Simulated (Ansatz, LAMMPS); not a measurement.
# Force difference against the spacing of support functions in glassy 62P2O5-14Al2O3-24BaO (mol %) (160 atoms)

Density of this cell: 2.88 g/cm³. The cell holds 160 atoms: 36 P, 8 Al, 7 Ba and 109 O. Its edges and angles: a = 13.246 Å, b = 13.246 Å, c = 13.246 Å, α = 90.0°, β = 90.0°, γ = 90.0°. 160 atoms (36 P, 8 Al, 7 Ba, 109 O) placed at random at 2.92 g/cm³, melted at 4000 K for 10 ps at fixed volume with the Morse and Coulomb pair potential with partial charges (Pedone, Malavasi, Menziani, Cormack and Segre, J. Phys. Chem. B 110, 11780 (2006)). Quenched from 4000 K to 300 K at 300 K/ps and fixed volume, held 10 ps at zero pressure.

Calculated with Ansatz 0.2.0: Kohn-Sham DFT, PBE, PAW (set soft_2), localised support functions (medium), with the spacing typed; the reference is Kohn-Sham DFT, PBE, PAW (set soft_2), plane waves, cutoff 420 eV, Γ point, fixed occupations, with an r.m.s. force component of 1.51 eV/Å.

```
spacing (Å)  r.m.s. force difference (meV/Å)  time
      0.211                            1.144  92 s
      0.238                            1.859  68 s
      0.275                                ?     ?
       0.33                            30.56  53 s
```

Task: Fit a power law of the spacing to the rows given and interpolate to the withheld row.

Worked fit:

A power law y = A x^b is a line in u = ln x and v = ln y.

```
u = ln x  v = ln y
-1.55590  0.134531
-1.43548  0.620039
-1.10866   3.41959
```

With n = 3: mean u = -1.36668, mean v = 1.39139, Σ(u − ū)² = 0.10711, Σ(u − ū)(v − v̄) = 0.81420. Slope b = 0.81420 / 0.10711 = 7.6016; intercept a = v̄ − b ū = 11.780.

At the withheld row u = -1.291, v = a + b u = 1.967, and y = exp(v).

Prediction at 0.275: 7.148 meV/Å. The run gave 7.72 meV/Å, so the fit is low by 0.57 meV/Å (7.4 % of the value).

The fitted exponent is 7.6. Between neighbouring rows, the withheld one included, the exponents are 4.0, 9.9 and 7.5, so one power law doesn't hold over the range. Among the rows given, the largest relative miss of the fit is at 0.238, by 0.52 meV/Å (28 %).

Limits: The difference holds the reference's own basis error, which sets a floor under it.

[Logs are printed without paths, hosts, clocks, repeated set-up lines and the standing remarks that a program may print on its own settings, such as how far it seeks lower states.]

[Hosts, paths, dates, database ids (printed as entryN), source tags and the programs' standing remarks are cut or masked in the printed files.]
